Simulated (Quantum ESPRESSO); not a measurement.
# NiO: spin spirals in supercells, part 2 of 2

This program has no spiral boundary conditions, so spirals of NiO are built in supercells. What do they cost, in energy and in time?

Quantum ESPRESSO 7.5; PBE with U = 7.5 eV on Ni d (ortho-atomic projectors); plane waves with SSSP 1.3 efficiency PBE potentials, no spin-orbit coupling, flat spiral in a supercell.

So far, absolute magnetization (μB): step 2 (parallel moments, one cell) 2.01.

## Step 4: One turn in 3 cells along the input cell's a

Neighbouring cells are turned by 120° in the xy plane; the cell holds 6 atoms.

Contents of pw.in:

```
&CONTROL
  calculation = 'scf'
  prefix = 'pwscf'
  outdir = './tmp'
  pseudo_dir = './pseudo'
  disk_io = 'nowf'
/
&SYSTEM
  ibrav = 0
  celldm(1) = 8
  nat = 6
  ntyp = 6
  ecutwfc = 47
  ecutrho = 374
  nbnd = 94
  occupations = 'smearing'
  smearing = 'fd'
  degauss = 0.00734986
  noncolin = .true.
  starting_magnetization(1) = 0.1111
  angle1(1) = 90
  angle2(1) = 0
  starting_magnetization(2) = 0.1111
  angle1(2) = 90
  angle2(2) = 119.999
  starting_magnetization(3) = 0.1111
  angle1(3) = 90
  angle2(3) = -119.999
  starting_magnetization(4) = 0
  starting_magnetization(5) = 0
  starting_magnetization(6) = 0
/
&ELECTRONS
  conv_thr = 6d-08
  electron_maxstep = 150
  mixing_beta = 0.3
/
ATOMIC_SPECIES
Ni1    58.6934 ni_pbe_v1.4.uspp.F.UPF
Ni2    58.6934 ni_pbe_v1.4.uspp.F.UPF
Ni3    58.6934 ni_pbe_v1.4.uspp.F.UPF
O1     15.9990 O.pbe-n-kjpaw_psl.0.1.UPF
O2     15.9990 O.pbe-n-kjpaw_psl.0.1.UPF
O3     15.9990 O.pbe-n-kjpaw_psl.0.1.UPF
CELL_PARAMETERS alat
   0.0000000000000    1.4781685594325    1.4781685594325
   0.4927228531442    0.0000000000000    0.4927228531442
   0.4927228531442    0.4927228531442    0.0000000000000
ATOMIC_POSITIONS crystal
Ni1     0.0000000000    0.0000000000    0.0000000000
Ni2     0.3333333333    0.0000000000    0.0000000000
Ni3     0.6666666667    0.0000000000    0.0000000000
O1      0.1666666667    0.5000000000    0.5000000000
O2      0.5000000000    0.5000000000    0.5000000000
O3      0.8333333333    0.5000000000    0.5000000000
K_POINTS automatic
4 6 6 0 0 0
HUBBARD {ortho-atomic}
U Ni1-3d 7.5000
U Ni2-3d 7.5000
U Ni3-3d 7.5000
```

Run with:

```bash
$ OMP_NUM_THREADS=1 mpirun -n 4 pw.x -nk 4 -in pw.in > pw.out
```

The program printed:

```text
     [... lines left out ...]
Program PWSCF v.7.5 starts
     [... lines left out ...]
     number of atoms/cell      =            6
     [... lines left out ...]
     number of electrons       =        72.00
     number of Kohn-Sham states=           94
     kinetic-energy cutoff     =      47.0000  Ry
     charge density cutoff     =     374.0000  Ry
     scf convergence threshold =      6.0E-08
     [... lines left out ...]
     Noncollinear calculation without spin-orbit
     [... lines left out ...]
     No symmetry found
     [... lines left out ...]
     number of k points=   144  Fermi-Dirac smearing, width (Ry)=  0.0073
     [... lines left out ...]
     iteration # 19     ecut=    47.00 Ry     beta= 0.30
     [... lines left out ...]
     atom number    1 relative position :    0.0000   0.0000   0.0000
     [... lines left out ...]
     magnetization :          1.724807    0.001309   -0.000566
     [... lines left out ...]
     atom number    2 relative position :    0.0000   0.4927   0.4927
[...]
magnetization :         -0.862644    1.493622    0.000846
[...]
atom number    3 relative position :    0.0000   0.9854   0.9854
[...]
magnetization :         -0.863612   -1.493316    0.000048
[...]
atom number    4 relative position :    0.4927   0.4927   0.4927
     [... lines left out ...]
     magnetization :          0.039907    0.068915    0.000028
     [... lines left out ...]
     atom number    5 relative position :    0.4927   0.9854   0.9854
     [... lines left out ...]
     magnetization :         -0.080128   -0.000055    0.000045
     [... lines left out ...]
     atom number    6 relative position :    0.4927   1.4782   1.4782
     [... lines left out ...]
     magnetization :          0.039879   -0.067283   -0.000016
     [... lines left out ...]
     Tr[ns(  1)] (up, down, total) =   4.09476  4.09534  8.19010
     [... lines left out ...]
     Tr[ns(  2)] (up, down, total) =   4.09547  4.09461  8.19008
     [... lines left out ...]
     Tr[ns(  3)] (up, down, total) =   4.09499  4.09494  8.18993
     [... lines left out ...]
     the Fermi energy is    14.7685 ev
!    total energy              =   -1154.33474503 Ry
     estimated scf accuracy    <       0.00000002 Ry
     smearing contrib. (-TS)   =      -0.00000000 Ry
     [... lines left out ...]
     total magnetization       =    -0.00     0.00     0.00 Bohr mag/cell
     absolute magnetization    =     5.68 Bohr mag/cell
     convergence has been achieved in  19 iterations
```

The job ended after 8.7 min (4 MPI ranks of Arm Neoverse V2, shared host; peak memory 1.7 GiB).

Spin moment in the atom's sphere by atom:

```tsv
atom	x (μB)	y (μB)	z (μB)	size
Ni1	1.72	0.00	0.00	1.72
Ni2	-0.86	1.49	0.00	1.72
Ni3	-0.86	-1.49	0.00	1.73
O4	0.04	0.07	0.00	0.08
O5	-0.08	0.00	0.00	0.08
O6	0.04	-0.07	0.00	0.08
```

Read from the output:

* smearing term TS: 5.59e-8 eV
* magnetization: -0.002, 0.002, 0 μB
* absolute magnetization: 5.685 μB
* final state: non-collinear

Valence density in the ac plane at fractional y = 0.000, with atoms of Ni within 0.2 Å of it. It is the smooth field of the valence electrons, not physical close to the nuclei.

Ten steps, logarithmic in the rise over the least value, from '_' (0 e/Å³) to '@' (37 e/Å³), each cell a mean:
```
@@%%--______..**@@@@++..____..++%%@@##::______--##
++++--________::++**==..______..==**++::________--
..::..__________......____________......__________
__________________________________________________
__________________________________________________
::__________::--::__________::----..________..----
##--______..==####==..______--##%%**::______::++%%
@@##::______==@@@@%%--______::##@@@@++..____..**@@
```
Columns run along a (8.8 Å), rows up along c (2.9 Å). Atoms in or near the plane, at fractional coordinates: Ni at (0.00, 0.00), Ni at (0.33, 0.00), Ni at (0.67, 0.00).

## Step 5: One turn in 4 cells along the input cell's a

Neighbouring cells are turned by 90° in the xy plane; the cell holds 8 atoms.

Contents of pw.in:

```
&CONTROL
  calculation = 'scf'
  prefix = 'pwscf'
  outdir = './tmp'
  pseudo_dir = './pseudo'
  disk_io = 'nowf'
/
&SYSTEM
  ibrav = 0
  celldm(1) = 8
  nat = 8
  ntyp = 8
  ecutwfc = 47
  ecutrho = 374
  nbnd = 122
  occupations = 'smearing'
  smearing = 'fd'
  degauss = 0.00734986
  noncolin = .true.
  starting_magnetization(1) = 0.1111
  angle1(1) = 90
  angle2(1) = 0
  starting_magnetization(2) = 0.1111
  angle1(2) = 90
  angle2(2) = 90
  starting_magnetization(3) = 0.1111
  angle1(3) = 90
  angle2(3) = 180
  starting_magnetization(4) = 0.1111
  angle1(4) = 90
  angle2(4) = -90
  starting_magnetization(5) = 0
  starting_magnetization(6) = 0
  starting_magnetization(7) = 0
  starting_magnetization(8) = 0
/
&ELECTRONS
  conv_thr = 8d-08
  electron_maxstep = 150
  mixing_beta = 0.3
/
ATOMIC_SPECIES
Ni1    58.6934 ni_pbe_v1.4.uspp.F.UPF
Ni2    58.6934 ni_pbe_v1.4.uspp.F.UPF
Ni3    58.6934 ni_pbe_v1.4.uspp.F.UPF
Ni4    58.6934 ni_pbe_v1.4.uspp.F.UPF
O1     15.9990 O.pbe-n-kjpaw_psl.0.1.UPF
O2     15.9990 O.pbe-n-kjpaw_psl.0.1.UPF
O3     15.9990 O.pbe-n-kjpaw_psl.0.1.UPF
O4     15.9990 O.pbe-n-kjpaw_psl.0.1.UPF
CELL_PARAMETERS alat
   0.0000000000000    1.9708914125767    1.9708914125767
   0.4927228531442    0.0000000000000    0.4927228531442
   0.4927228531442    0.4927228531442    0.0000000000000
ATOMIC_POSITIONS crystal
Ni1     0.0000000000    0.0000000000    0.0000000000
Ni2     0.2500000000    0.0000000000    0.0000000000
Ni3     0.5000000000    0.0000000000    0.0000000000
Ni4     0.7500000000    0.0000000000    0.0000000000
O1      0.1250000000    0.5000000000    0.5000000000
O2      0.3750000000    0.5000000000    0.5000000000
O3      0.6250000000    0.5000000000    0.5000000000
O4      0.8750000000    0.5000000000    0.5000000000
K_POINTS automatic
3 6 6 0 0 0
HUBBARD {ortho-atomic}
U Ni1-3d 7.5000
U Ni2-3d 7.5000
U Ni3-3d 7.5000
U Ni4-3d 7.5000
```

The program printed:

```text
     [... lines left out ...]
Program PWSCF v.7.5 starts
     [... lines left out ...]
     number of atoms/cell      =            8
     [... lines left out ...]
     number of electrons       =        96.00
     number of Kohn-Sham states=          122
     kinetic-energy cutoff     =      47.0000  Ry
     charge density cutoff     =     374.0000  Ry
     scf convergence threshold =      8.0E-08
     [... lines left out ...]
     Noncollinear calculation without spin-orbit
     [... lines left out ...]
     No symmetry found
     [... lines left out ...]
     number of k points=   108  Fermi-Dirac smearing, width (Ry)=  0.0073
     [... lines left out ...]
     iteration # 15     ecut=    47.00 Ry     beta= 0.30
     [... lines left out ...]
     atom number    1 relative position :    0.0000   0.0000   0.0000
     [... lines left out ...]
     magnetization :          1.735085    0.000484    0.000134
     [... lines left out ...]
     atom number    2 relative position :    0.0000   0.4927   0.4927
[...]
magnetization :         -0.000094    1.735083    0.000650
[...]
atom number    3 relative position :    0.0000   0.9854   0.9854
[...]
magnetization :         -1.735080   -0.000171    0.000325
[...]
atom number    4 relative position :    0.0000   1.4782   1.4782
[...]
magnetization :          0.000085   -1.735080   -0.000199
[...]
atom number    5 relative position :    0.4927   0.4927   0.4927
[...]
magnetization :          0.081803    0.081835    0.000038
[...]
atom number    6 relative position :    0.4927   0.9854   0.9854
[...]
magnetization :         -0.081814    0.081803    0.000047
     [... lines left out ...]
     atom number    7 relative position :    0.4927   1.4782   1.4782
     [... lines left out ...]
     magnetization :         -0.081807   -0.081816    0.000008
     [... lines left out ...]
     atom number    8 relative position :    0.4927   1.9709   1.9709
     [... lines left out ...]
     magnetization :          0.081813   -0.081794   -0.000002
     [... lines left out ...]
     Tr[ns(  1)] (up, down, total) =   4.09204  4.09191  8.18395
     [... lines left out ...]
     Tr[ns(  2)] (up, down, total) =   4.09231  4.09164  8.18395
     [... lines left out ...]
     Tr[ns(  3)] (up, down, total) =   4.09214  4.09181  8.18395
     [... lines left out ...]
     Tr[ns(  4)] (up, down, total) =   4.09187  4.09208  8.18395
     [... lines left out ...]
     the Fermi energy is    14.8462 ev
!    total energy              =   -1539.10735421 Ry
     estimated scf accuracy    <       0.00000005 Ry
     smearing contrib. (-TS)   =      -0.00000001 Ry
     [... lines left out ...]
     total magnetization       =    -0.00     0.00     0.00 Bohr mag/cell
     absolute magnetization    =     7.74 Bohr mag/cell
     convergence has been achieved in  15 iterations
```

Wall time 10 min (4 MPI ranks); peak memory 2.2 GiB; 40 min of CPU time.

Numbers from this step:

- smearing term TS: 1.55e-7 eV
- magnetization: 0, 0, 0.001 μB
- absolute magnetization: 7.737 μB
- final state: non-collinear
- largest moment: 1.735 μB

## Step 6: An input with a fault

One input was spoiled on purpose, to see how the program answers.

Contents of pw.in:

```
&CONTROL
  calculation = 'scf'
  prefix = 'pwscf'
  outdir = './tmp'
  pseudo_dir = './pseudo'
  disk_io = 'nowf'
/
&SYSTEM
  ibrav = 0
  nat = 2
  ntyp = 2
  ecutwfc = 47
  ecutrho = 374
  nbnd = 20
  occupations = 'smearing'
  smearing = 'fd'
  degaus = 0.00734986
  nspin = 2
  starting_magnetization(1) = 0.1111
  starting_magnetization(2) = 0
/
&ELECTRONS
  conv_thr = 2d-08
  electron_maxstep = 60
  mixing_beta = 0.3
/
ATOMIC_SPECIES
Ni     58.6934 ni_pbe_v1.4.uspp.F.UPF
O      15.9990 O.pbe-n-kjpaw_psl.0.1.UPF
CELL_PARAMETERS angstrom
   0.0000000000    2.0859016414    2.0859016414
   2.0859016414    0.0000000000    2.0859016414
   2.0859016414    2.0859016414    0.0000000000
ATOMIC_POSITIONS crystal
Ni      0.0000000000    0.0000000000    0.0000000000
O       0.5000000000    0.5000000000    0.5000000000
K_POINTS automatic
6 6 6 0 0 0
HUBBARD {ortho-atomic}
U Ni-3d 7.5000
```

The program printed:

```text
     [... lines left out ...]
Program PWSCF v.7.5 starts
     Error in routine  read_namelists (1):
      bad line in namelist &system: "  degaus = 0.00734986" (error could be in the previous line)
 %%%%%%%%%%%%%%%%%%%%%%%%%%%%%%%%%%%%%%%%%%%%%%%%%%%%%%%%%%%%%%%%%%%%%%%%%%%%%%
     stopping ...
```

Run time: 0.5 s. Hardware: 4 MPI ranks; peak memory 0.07 GiB.

The program refused the input before any cycle.

The program's message: “read_namelists (1): bad line in namelist &system: " degaus = 0.00734986" (error could be in the previous line)”

A key was misspelt on purpose.

## Step 7: E(q)

Spirals:

```tsv
q along the reciprocal vector	energy less that at q = 0 (meV a seeded atom)	largest site moment (μB)	typed angles kept	CPU time (s)
0	0	1.758	yes	80.02
0.25	-41.09	1.735	yes	2388
0.3333	-60.27	1.725	yes	2077
0.5	-80.98	1.715	yes	561.2
```

The energy less that at q = 0, self-consistent by path:

```tsv
path (Å⁻¹)	energy less that at q = 0, self-consistent (meV a seeded atom)
0.000	0
0.652	-41.1
0.870	-60.3
1.304	-81.0
```

## Step 8: What came out

| Quantity | Value |
| --- | --- |
| lowest point | q = 0.5 along a*, -81.0 meV a seeded atom |
| highest point | q = 0, 0 meV a seeded atom |

The state at q = 0.5 lies 81 meV a seeded atom under the parallel one, with neighbouring cells opposed. The moment changes by 2.5 % between the spirals. The cell of 4 repeats took 30 times the CPU time of the single cell, though its mesh is shorter in proportion. Here a and a* are vectors of the cell in the input, which need not be the conventional cell, and only this direction was probed. The mesh is coarse, so differences of some ten meV can be noise in a metal. This program evaluates a GGA otherwise when all starting moments share an axis than when they do not, so collinear and canted runs are not quite comparable. Energies are free energies at an electronic temperature of 1160 K, which lowers moments and differences where the moments are itinerant. The cutoff lies under the 55 Ry that these files are usually run at.

[Logs and program files are shortened in this print: banners, set-up blocks, solver, clock and traceback lines can be left out without a mark of their own.]

[Logs are printed without paths, hosts, clocks, repeated set-up lines and the standing remarks that a program may print on its own settings, such as how far it seeks lower states.]

[Hosts, paths, dates, database ids (printed as entryN), source tags and the programs' standing remarks are cut or masked in the printed files.]

[Where a cell is said to come from a database of computed structures, the database is the Materials Project.]
